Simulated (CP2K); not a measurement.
Two runs for the C K edge of vinylacetylene. Run A: CP2K XAS_TDP, all-electron GAPW, PBEh(45%), aug-cc-pVDZ, TDA, no relativity. Run B differs in one setting.

First lines with a strength over 0.0015. A:

```csv
atom,energy (eV),states,"strength, one atom"
C1 (bonded to C and 2 H),280.55,1,0.0515
,284.38,1,0.0054
,284.94,1,0.0165
,285.55,1,0.0034
,285.86,1,0.0031
C2 (bonded to 2 C and H),281.29,1,0.0443
,284.62,1,0.0079
,285.82,1,0.0054
,286.30,1,0.0128
,286.71,2,0.0021
C3 (bonded to 2 C),281.72,1,0.0283
,282.21,1,0.0521
,284.86,2,0.0302
,286.03,1,0.0019
,287.96,1,0.0042
C4 (bonded to C and H),281.37,1,0.0422
,282.19,1,0.0471
,284.39,1,0.0056
,285.02,1,0.0049
,285.45,1,0.0031
```

B:

| atom | energy (eV) | states | strength, one atom |
| --- | --- | --- | --- |
| C1 (bonded to C and 2 H) | 286.49 | 1 | 0.0505 |
|  | 290.32 | 1 | 0.0053 |
|  | 290.89 | 1 | 0.0162 |
|  | 291.49 | 1 | 0.0033 |
|  | 291.80 | 1 | 0.0030 |
| C2 (bonded to 2 C and H) | 287.32 | 1 | 0.0434 |
|  | 290.64 | 1 | 0.0078 |
|  | 291.85 | 1 | 0.0053 |
|  | 292.32 | 1 | 0.0125 |
|  | 292.74 | 2 | 0.0021 |
| C3 (bonded to 2 C) | 287.67 | 1 | 0.0277 |
|  | 288.17 | 1 | 0.0510 |
|  | 290.82 | 2 | 0.0295 |
|  | 291.99 | 1 | 0.0019 |
|  | 293.92 | 1 | 0.0041 |
| C4 (bonded to C and H) | 287.29 | 1 | 0.0413 |
|  | 288.11 | 1 | 0.0462 |
|  | 290.31 | 1 | 0.0055 |
|  | 290.94 | 1 | 0.0048 |
|  | 291.37 | 1 | 0.0030 |

Which was it: the basis, scalar relativity switched on, GW2X switched on, the functional?

GW2X switched on. GW2X shifts an atom's lines together and keeps their spacings. Against PBEh(45%) in aug-cc-pVDZ, the leading lines move by +5.94 eV (C1, to 286.49), +6.03 eV (C2, to 287.32), +5.95 eV (C3, to 287.67) and +5.92 eV (C4, to 287.29).

[Banner, clock and machine lines of the logs are left out without a mark of their own.]

[Logs are printed without paths, hosts, clocks, repeated set-up lines and the standing remarks that a program may print on its own settings, such as how far it seeks lower states.]

[Hosts, paths, dates, database ids (printed as entryN), source tags and the programs' standing remarks are cut or masked in the printed files.]
